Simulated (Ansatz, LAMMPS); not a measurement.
# Relaxing amorphous 29ZrO2-71SiO2 (mol %) (84 atoms), part 3 of 4

Wanted: the relaxed structure of amorphous 29ZrO2-71SiO2 (mol %) (84 atoms) and its electronic structure.

Ansatz 0.2.0; Kohn-Sham DFT, PBE, PAW (set soft_2), plane waves.

The cell: 8 Zr, 20 Si and 56 O. The quench rate of 50 K/ps is orders of magnitude faster than experiment. The starting topology of bonds comes from the classical model. Only the Γ point is sampled in the main run, in a cell whose shortest periodic width is 11 Å.

So far. Step 4 (Cell and atoms relaxed): The relaxation changed the energy by -53.6 meV/atom, and atoms moved by 0.19 Å r.m.s., 0.39 Å at most.

## (6) Single point at the relaxed geometry

The electronic structure is read at the final geometry, in a run of its own.

input.yaml reads:

```yaml
crystal:
  lattice:
    - [10.59653, 0.00633, 0.00457]
    - [0.00633, 10.41361, 0.2741]
    - [0.00457, 0.2741, 10.59754]
  atoms:
    - { symbol: Zr, position: [0.13651, 0.08029, 0.92244] }
    - { symbol: Zr, position: [0.14676, 0.38693, 0.40184] }
    - { symbol: Zr, position: [0.86672, 0.03433, 0.09557] }
    - { symbol: Zr, position: [0.05576, 0.63646, 0.21737] }
    - { symbol: Zr, position: [0.9104, 0.76522, 0.91977] }
    - { symbol: Zr, position: [0.77992, 0.52536, 0.75567] }
    - { symbol: Zr, position: [0.926, 0.38601, 0.06686] }
    - { symbol: Zr, position: [0.30936, 0.71219, 0.98304] }
    - { symbol: Si, position: [0.41047, 0.13351, 0.74374] }
    - { symbol: Si, position: [0.43273, 0.07645, 0.47209] }
    - { symbol: Si, position: [0.31962, 0.95663, 0.15849] }
    - { symbol: Si, position: [0.43559, 0.34941, 0.32972] }
    - { symbol: Si, position: [0.09856, 0.56272, 0.79078] }
    - { symbol: Si, position: [0.77476, 0.24492, 0.6268] }
    - { symbol: Si, position: [0.16014, 0.67602, 0.53583] }
    - { symbol: Si, position: [0.16441, 0.07099, 0.36682] }
    - { symbol: Si, position: [0.45286, 0.68112, 0.56585] }
    - { symbol: Si, position: [0.65988, 0.06035, 0.84974] }
    - { symbol: Si, position: [0.49224, 0.44516, 0.95303] }
    - { symbol: Si, position: [0.52035, 0.40113, 0.67431] }
    - { symbol: Si, position: [0.36319, 0.22754, 0.08294] }
    - { symbol: Si, position: [0.03847, 0.30525, 0.71348] }
    - { symbol: Si, position: [0.6631, 0.47085, 0.19085] }
    - { symbol: Si, position: [0.87933, 0.04082, 0.43278] }
    - { symbol: Si, position: [0.90053, 0.79598, 0.60447] }
    - { symbol: Si, position: [0.77557, 0.75404, 0.20815] }
    - { symbol: Si, position: [0.59197, 0.77668, 0.81951] }
    - { symbol: Si, position: [0.52754, 0.84281, 0.33108] }
    - { symbol: O, position: [0.19184, 0.98032, 0.24564] }
    - { symbol: O, position: [0.66604, 0.91335, 0.80737] }
    - { symbol: O, position: [0.41358, 0.84576, 0.22449] }
    - { symbol: O, position: [0.99943, 0.93769, 0.98363] }
    - { symbol: O, position: [0.16223, 0.67643, 0.86983] }
    - { symbol: O, position: [0.71481, 0.67878, 0.85306] }
    - { symbol: O, position: [0.57076, 0.45423, 0.81207] }
    - { symbol: O, position: [0.96863, 0.1926, 0.05296] }
    - { symbol: O, position: [0.91512, 0.84912, 0.74749] }
    - { symbol: O, position: [0.03385, 0.03884, 0.44141] }
    - { symbol: O, position: [0.91688, 0.7597, 0.26865] }
    - { symbol: O, position: [0.66558, 0.84128, 0.26727] }
    - { symbol: O, position: [0.15462, 0.5647, 0.64932] }
    - { symbol: O, position: [0.5882, 0.49427, 0.05786] }
    - { symbol: O, position: [0.36915, 0.32837, 0.19422] }
    - { symbol: O, position: [0.36789, 0.53273, 0.94432] }
    - { symbol: O, position: [0.03154, 0.16638, 0.78547] }
    - { symbol: O, position: [0.41712, 0.28981, 0.69895] }
    - { symbol: O, position: [0.22199, 0.67652, 0.14471] }
    - { symbol: O, position: [0.03908, 0.44307, 0.23858] }
    - { symbol: O, position: [0.10668, 0.31786, 0.57691] }
    - { symbol: O, position: [0.27366, 0.08608, 0.79022] }
    - { symbol: O, position: [0.72364, 0.0806, 0.98583] }
    - { symbol: O, position: [0.73462, 0.14755, 0.74108] }
    - { symbol: O, position: [0.66075, 0.35967, 0.61445] }
    - { symbol: O, position: [0.82674, 0.4209, 0.91241] }
    - { symbol: O, position: [0.51265, 0.10013, 0.85426] }
    - { symbol: O, position: [0.46532, 0.06338, 0.62121] }
    - { symbol: O, position: [0.46754, 0.52472, 0.59335] }
    - { symbol: O, position: [0.04894, 0.77985, 0.55359] }
    - { symbol: O, position: [0.95155, 0.60544, 0.79958] }
    - { symbol: O, position: [0.4847, 0.77227, 0.927] }
    - { symbol: O, position: [0.47177, 0.21729, 0.41095] }
    - { symbol: O, position: [0.8177, 0.66154, 0.60699] }
    - { symbol: O, position: [0.52091, 0.97339, 0.40616] }
    - { symbol: O, position: [0.40762, 0.08678, 0.1443] }
    - { symbol: O, position: [0.28331, 0.04438, 0.46199] }
    - { symbol: O, position: [0.09216, 0.40481, 0.82176] }
    - { symbol: O, position: [0.22439, 0.20738, 0.02333] }
    - { symbol: O, position: [0.88653, 0.34705, 0.67266] }
    - { symbol: O, position: [0.15967, 0.22103, 0.32148] }
    - { symbol: O, position: [0.96253, 0.60518, 0.05025] }
    - { symbol: O, position: [0.45889, 0.29386, 0.97754] }
    - { symbol: O, position: [0.84282, 0.05039, 0.28312] }
    - { symbol: O, position: [0.72635, 0.6072, 0.21995] }
    - { symbol: O, position: [0.26754, 0.91789, 0.02003] }
    - { symbol: O, position: [0.81951, 0.17035, 0.50348] }
    - { symbol: O, position: [0.79371, 0.82464, 0.06524] }
    - { symbol: O, position: [0.30532, 0.7297, 0.54845] }
    - { symbol: O, position: [0.83377, 0.91029, 0.51247] }
    - { symbol: O, position: [0.51734, 0.71752, 0.42948] }
    - { symbol: O, position: [0.12932, 0.60042, 0.40714] }
    - { symbol: O, position: [0.52564, 0.74532, 0.68288] }
    - { symbol: O, position: [0.56706, 0.42807, 0.30555] }
    - { symbol: O, position: [0.77719, 0.36775, 0.17645] }
    - { symbol: O, position: [0.32834, 0.42464, 0.40594] }
kpoints:
  mp_grid: { grid: [1, 1, 1] }
hamiltonian:
  xc: pbe
scf:
  occupations: { method: fermi_dirac, width: 0.025 }
output:
  forces: true
  stress: true
  populations: true
  dos:
    method: { smearing: { sigma: 0.08 } }
    de: 0.05
    projected: { site_lists: { O: [O], Si: [Si], Zr: [Zr] } }
  eigenvalues: true
  write_density: true
  write_potential: true
  volumetric_format: npy
```

On the command line:

```sh
$ ansatz run input.yaml --threads 4 --pin off --max-ram 8192MiB --backend cpu --events-out ev --progress --plain --runs-dir out
```

Standard output:

```text
[...]
Crystal: 84 atoms, lattice volume = 1168.622 Å³
Basis set: ecut = 420 eV, 22807 PW (Γ), exchange–correlation on 144×144×144 points (8 copies of the dense FFT grid, shifted against one another)
Bands: 340, of which v1, the nominal top of the filled ones, is band 256 counted from 1 (255 counted from 0)
Symmetry: 1 space group operations
[...]
k-points: 1
[...]
SCF iter   1: F=—  HF=-78062.865142 eV  |F-HF|=—  |Δ(HF+E_count)|=         —  Δρ=2.95e-3  dr2=1.12e-1  ethr=1.77e-3  ⟨swp⟩=5.0  Hψ=1366  notcnv=0  defer=57
[...]
SCF iter  10: F=-78062.866185 eV  HF=-78062.866185 eV  |F-HF|=2.36e-8  |Δ(HF+E_count)|=   4.45e-8  Δρ=1.61e-6  dr2=3.30e-8  ethr=1.95e-11  ⟨swp⟩=16.0  Hψ=2897  notcnv=0
SCF 1 converged in 10 iterations: F = -78062.866185 eV  dr2 = 3.30e-8
[...]
SCF converged after 10 iterations
Free energy (F): -78062.866185 eV
[...]
Internal energy: -78062.866185 eV  (E = F + TS)
E sigma→0 (E₀):  -78062.866185 eV
Fermi energy:    5.810199 eV
[...]
--- Forces (eV/Å), atoms counted from 1 ---
  atom   1  Zr     0.02200749    -0.02136193     0.01718251
  atom   2  Zr     0.00132571    -0.00535677     0.00419231
  atom   3  Zr    -0.00917927    -0.01948797     0.00294895
  atom   4  Zr    -0.00855514    -0.00422380     0.00283529
  atom   5  Zr     0.00744951    -0.00254922    -0.00356434
  atom   6  Zr     0.01342772     0.03131445    -0.02686707
  atom   7  Zr     0.00601719    -0.00084700     0.01844493
  atom   8  Zr     0.00076832     0.01681585     0.01115591
  atom   9  Si    -0.00262462    -0.01249235     0.00539516
  atom  10  Si     0.00052246     0.00484758     0.00295212
  atom  11  Si     0.00179832    -0.00326455     0.00344979
  atom  12  Si    -0.00008164    -0.00377707     0.01313455
  atom  13  Si    -0.00743377    -0.01562707     0.01050151
  atom  14  Si    -0.01106281     0.01495226     0.00768244
[...]
atom  83  O      0.01519561    -0.00487003    -0.00961688
  atom  84  O      0.00685047     0.00202668     0.00408442
  max |Σ_I F_I| component: 3.66e-5 eV/Å
--- Stress (GPa, compression-positive) ---
       -0.003907      -0.003246      -0.010390
       -0.003247      -0.017330       0.005985
       -0.010391       0.005986       0.004160
  P = ⅓ Tr σ = -0.0057 GPa (-0.057 kbar)
--- Band table (eV) ---
[...]
--- Löwdin populations: 84 sites ---
  site symbol       q [e]
     0     Zr     10.4188
     1     Zr     10.4275
     2     Zr     10.4594
[...]
83      O      6.6978
  spilling = 0.010276 (of n_electrons = 512.000000)
```

Elapsed: 8 s, on 4 threads of Intel Xeon Platinum 8559C (Emerald Rapids), shared host; peak memory 1.5 GiB.

Numbers from this run:

| Property | Result |
| --- | --- |
| free energy | -78062.8662 eV |
| free energy per atom | -929.3198 eV/atom |
| SCF cycles | 10 |
| pressure | -0.005692 GPa |
| r.m.s. force component | 0.00798 eV/Å |
| longest force | 0.04339 eV/Å |
| Fermi energy | 5.81 eV |
| gap (highest filled to lowest empty level) | 4.079 eV |
| spilling of the projection | 0.01028 |

Löwdin charges by element and coordination (they lack the spilled electrons, 0.063 e an atom on average):

| element | coordination | atoms | mean charge (e) | spread | least | most |
| --- | --- | --- | --- | --- | --- | --- |
| O | all | 56 | -0.750 | 0.0442 | -0.796 | -0.607 |
| O | 2 | 44 | -0.755 | 0.0444 | -0.796 | -0.607 |
| O | 3 | 12 | -0.732 | 0.0384 | -0.793 | -0.660 |
| Si | all | 20 | 1.74 | 0.0268 | 1.70 | 1.80 |
| Zr | all | 8 | 1.55 | 0.03 | 1.48 | 1.58 |
| Zr | 5 | 5 | 1.55 | 0.035 | 1.48 | 1.58 |
| Zr | 6 | 2 | 1.57 | 0.0156 | 1.55 | 1.58 |
| Zr | 7 | 1 | 1.55 | 0 | 1.55 | 1.55 |

Density of states as counts of states in windows of 1 eV (from the Fermi level), total and the larger projections:

| from (eV) | to (eV) | total | O p | Zr d | Si p |
| --- | --- | --- | --- | --- | --- |
| -14 | -12 | 0.0 | 0.0 | 0.0 | 0.0 |
| -12 | -11 | 3.1 | 2.0 | 0.0 | 0.1 |
| -11 | -10 | 9.9 | 6.6 | 0.1 | 0.5 |
| -10 | -9 | 12.7 | 8.7 | 0.1 | 1.1 |
| -9 | -8 | 13.5 | 9.7 | 0.2 | 1.8 |
| -8 | -7 | 25.6 | 19.5 | 0.5 | 4.6 |
| -7 | -6 | 35.6 | 26.6 | 2.6 | 3.8 |
| -6 | -5 | 44.7 | 36.1 | 3.5 | 2.5 |
| -5 | -4 | 66.5 | 57.9 | 4.0 | 1.9 |
| -4 | -3 | 69.6 | 63.6 | 2.5 | 1.2 |
| -3 | -2 | 54.0 | 51.3 | 1.2 | 0.4 |
| -2 | -1 | 0.8 | 0.8 | 0.0 | 0.0 |
| -1 | 1 | 0.0 | 0.0 | 0.0 | 0.0 |
| 1 | 2 | 0.3 | 0.0 | 0.2 | 0.0 |
| 2 | 3 | 22.0 | 2.4 | 16.8 | 0.5 |
| 3 | 4 | 24.8 | 3.3 | 17.5 | 0.8 |
| 4 | 5 | 24.8 | 3.6 | 11.5 | 2.2 |

Between -26 and -14 eV lie 112 more states.

The levels nearest the highest filled one (over half full), pooled over k-points and spins:

```
level less the highest filled one (eV)  occupation
                                -0.335           2
                                -0.277           2
                                -0.193           2
                                -0.126           2
                                -0.116           2
                                     0           2
                                  4.08           0
                                  4.17           0
                                  4.41           0
                                  4.42           0
                                  4.46           0
                                  4.59           0
```

Valence density in the ac plane at fractional y = 0.063, with atoms of Zr and Si and O within 0.2 Å of it. It is the smooth field of the valence electrons, not physical close to the nuclei.

Values in e/Å³, 13 rows by 16 columns, each cell a mean:
```
0.3 2.2 3.5 1.2 0.1 0.0 0.0 0.1 0.3 0.2 0.8 3.5 1.8 0.2 0.1 0.1
0.2 1.7 2.8 1.1 0.7 0.3 0.1 1.2 2.9 0.9 0.2 0.4 0.2 0.0 0.0 0.0
0.2 0.2 0.2 1.3 4.4 1.5 0.3 0.8 1.4 0.5 0.2 0.4 0.3 0.0 0.0 0.1
0.1 0.1 0.0 0.3 1.1 0.6 0.4 0.6 0.3 0.1 0.1 0.4 0.3 0.1 0.0 0.0
0.0 0.0 0.0 0.0 0.0 0.1 1.2 4.8 1.7 0.1 0.0 0.1 0.1 0.0 0.0 0.0
0.1 0.0 0.0 0.1 0.2 0.2 0.8 2.7 1.0 0.1 0.0 0.0 0.1 0.1 0.1 0.1
2.1 1.0 0.2 0.8 3.7 1.9 0.3 0.3 0.2 0.1 0.0 0.0 0.2 0.4 0.2 0.6
3.6 2.0 0.3 0.8 2.7 1.3 0.3 0.4 0.5 0.1 0.0 0.0 0.1 0.3 0.2 0.9
0.3 0.3 0.2 0.3 0.2 0.1 0.1 0.1 0.2 0.1 0.0 0.0 0.5 2.4 1.2 0.2
0.0 0.1 0.4 0.6 0.2 0.1 0.2 0.1 0.0 0.0 0.0 0.1 0.9 4.5 1.8 0.1
0.0 0.0 0.2 0.3 0.2 0.7 2.9 1.3 0.1 0.0 0.0 0.0 0.2 1.0 0.8 0.1
0.1 0.0 0.0 0.1 0.1 0.7 2.8 1.2 0.1 0.0 0.0 0.1 0.5 3.2 3.2 0.6
0.1 0.2 0.4 0.2 0.1 0.1 0.2 0.1 0.0 0.0 0.5 2.8 1.7 1.5 1.5 0.3
```
Columns run along a (10.6 Å), rows up along c (10.6 Å). Atoms in or near the plane, at fractional coordinates: Zr at (0.14, 0.92), Si at (0.43, 0.47), Si at (0.16, 0.37), Si at (0.66, 0.85), O at (0.72, 0.99), O at (0.47, 0.62), O at (0.28, 0.46), O at (0.84, 0.28).

Electrostatic potential energy in the ac plane at fractional y = 0.063, with atoms of Zr and Si and O within 0.2 Å of it. With pseudopotentials it is smooth inside the atoms' cores, unlike the true potential.

Values in eV, 13 rows by 16 columns, each cell a mean:
```
  0 -34 -49 -21   5  10  11  11   9   6  -4 -28  -9   6   6   7
  2 -26 -41 -15   1   8   9  -2 -22 -15 -45 -29   3   9  10   9
  9   4   2  -5 -33  -9  -5  -4  -6  -6 -32 -19   5  10  11  11
 11  11  11   9  -1   1 -12  -6   6   8   6   6   9  11  11  12
 11  12  12  12  11   8  -5 -36  -7  11  11  10  10  10  10  11
 11  11  11  11  10   7  -5 -24  -2  10  11  10  10   8   7   9
-11   0   6   1 -26 -16 -39 -43  -5   9  11  10   5 -14 -23  -3
-27 -19 -33 -25 -20  -7 -20 -22   1  10  11  10   3 -32 -44 -12
  7  -8 -42 -30   2   8   7   7  10  11  11  11   5 -20 -10   6
  9   6   1   2   7   8   9  10  11  11  11  11   2 -32  -9   9
  8  10  10   8   5   0 -21  -2  11  11  11   9   4 -11 -10   3
  6   8   8   8   5   0 -20  -2  11  11  11   8  -7 -46 -47  -9
  5  -1  -5   2   7   8   9  11  11  11   7 -18 -12 -23 -24  -1
```
Columns run along a (10.6 Å; values clipped at the 3rd and 97th percentile), rows up along c (10.6 Å). Atoms in or near the plane, at fractional coordinates: Zr at (0.14, 0.92), Si at (0.43, 0.47), Si at (0.16, 0.37), Si at (0.66, 0.85), O at (0.72, 0.99), O at (0.47, 0.62), O at (0.28, 0.46), O at (0.84, 0.28).

Mean Löwdin charges: O -0.75, Si +1.74, Zr +1.55 e (they miss 1.0 % of the electrons, so they add up to more than the cell's charge). The largest share in the top eV of filled states is O p (96 % of the projected weight), and in the lowest eV of empty states Zr d (78 % of the projected weight).

A closer look about O70, which has 3 bonded neighbours where the commonest count for O is 2: 14 atoms, nearest first, numbered in the order of the input, with positions taken from that point.

```csv
atom,x,y,z,distance (Å),bonds,Löwdin charge (e)
O70,0.00,0.00,0.00,0.00,3,-0.72
Zr4,0.99,0.37,1.78,2.07,5,1.48
Zr5,-0.55,1.63,-1.34,2.18,6,1.55
Zr7,-0.39,-2.28,0.12,2.31,5,1.55
O59,-0.12,-0.07,-2.66,2.66,3,-0.69
O48,0.81,-1.64,1.95,2.67,3,-0.70
O54,-1.44,-1.96,-1.51,2.86,2,-0.61
O76,-1.79,2.29,0.22,2.91,3,-0.74
O33,2.12,0.69,-1.89,2.92,2,-0.73
O39,-0.48,1.67,2.36,2.93,2,-0.76
O47,2.75,0.77,1.02,3.03,2,-0.62
Si26,-1.98,1.59,1.71,3.06,4,1.70
O73,-2.50,0.07,1.80,3.08,2,-0.80
Si13,1.44,-0.51,-2.76,3.16,4,1.71
```

## (7) K-mesh 2×2×2

Large cells are often run on few k-points; this run checks whether the reference had enough.

Changes to input.yaml since step 6:

```diff
@@ -8,3 +8,3 @@
 kpoints:
-  mp_grid: { grid: [1, 1, 1] }
+  mp_grid: { grid: [2, 2, 2] }
 hamiltonian:
@@ -22,4 +22 @@
   eigenvalues: true
-  write_density: true
-  write_potential: true
-  volumetric_format: npy
```

Standard output:

```text
[...]
Crystal: 84 atoms, lattice volume = 1168.622 Å³
Basis set: ecut = 420 eV, 22807 PW (Γ), exchange–correlation on 144×144×144 points (8 copies of the dense FFT grid, shifted against one another)
Bands: 340, of which v1, the nominal top of the filled ones, is band 256 counted from 1 (255 counted from 0)
Symmetry: 1 space group operations
[...]
k-points: 8
[...]
SCF iter   1: F=—  HF=-78062.909984 eV  |F-HF|=—  |Δ(HF+E_count)|=         —  Δρ=2.95e-3  dr2=1.13e-1  ethr=1.77e-3  ⟨swp⟩=5.4  Hψ=10894  notcnv=0  defer=460
[...]
SCF iter   9: F=—  HF=-78062.909106 eV  |F-HF|=—  |Δ(HF+E_count)|=   8.15e-7  Δρ=6.10e-6  dr2=4.20e-7  ethr=2.39e-10  ⟨swp⟩=2.0  Hψ=3488  notcnv=0  defer=616
SCF iter  10: F=-78062.909106 eV  HF=-78062.909106 eV  |F-HF|=2.28e-8  |Δ(HF+E_count)|=   4.79e-8  Δρ=1.65e-6  dr2=3.42e-8  ethr=1.95e-11  ⟨swp⟩=12.1  Hψ=15180  notcnv=0
SCF 1 converged in 10 iterations: F = -78062.909106 eV  dr2 = 3.42e-8
[...]
SCF converged after 10 iterations
Free energy (F): -78062.909106 eV
[...]
Internal energy: -78062.909106 eV  (E = F + TS)
E sigma→0 (E₀):  -78062.909106 eV
Fermi energy:    5.799556 eV
[...]
Σ components = -78062.909106   (vs F -78062.909106, Δ=0.00e0)
--- Forces (eV/Å), atoms counted from 1 ---
  atom   1  Zr     0.02960254    -0.01447645     0.02796912
  atom   2  Zr     0.00316626    -0.00146789     0.01201137
  atom   3  Zr    -0.00191632    -0.01132518     0.03030639
  atom   4  Zr    -0.00663544     0.01028177    -0.00275623
[...]
atom  84  O      0.01427648     0.00211645     0.00154498
  max |Σ_I F_I| component: 4.14e-5 eV/Å
--- Stress (GPa, compression-positive) ---
        0.007309      -0.003692      -0.006459
       -0.003693      -0.023397       0.010146
       -0.006460       0.010148       0.006292
  P = ⅓ Tr σ = -0.0033 GPa (-0.033 kbar)
--- Band table (eV; the first three rows and the last of 8) ---
[...]
--- Löwdin populations: 84 sites ---
  site symbol       q [e]
     0     Zr     10.4184
     1     Zr     10.4279
     2     Zr     10.4563
[...]
83      O      6.6979
  spilling = 0.010276 (of n_electrons = 512.000000)
```

Run time: 70 s. Hardware: 4 threads; peak memory 6.2 GiB; 4.5 min of CPU time.

The program notes that it cut back its work space to fit the memory limit.

Geometry and reference: those of the single point at the relaxed geometry.

Forces differ from those of the single point at the relaxed geometry by 5.6 meV/Å r.m.s.; the energy by -0.51 meV/atom and the gap by -0.014 eV. It took roughly 8.7 times the reference's time (one timing each, with unlike analyses asked), in 10 cycles against 10.

(Part 3 of 4 ends here.)

[Long decimals in the printed logs are rounded to 6 places.]

[Logs are printed without paths, hosts, clocks, repeated set-up lines and the standing remarks that a program may print on its own settings, such as how far it seeks lower states.]

[Hosts, paths, dates, database ids (printed as entryN), source tags and the programs' standing remarks are cut or masked in the printed files.]

[A walk said to have stopped at its limit may instead have ended on an SCF cycle that didn't converge.]
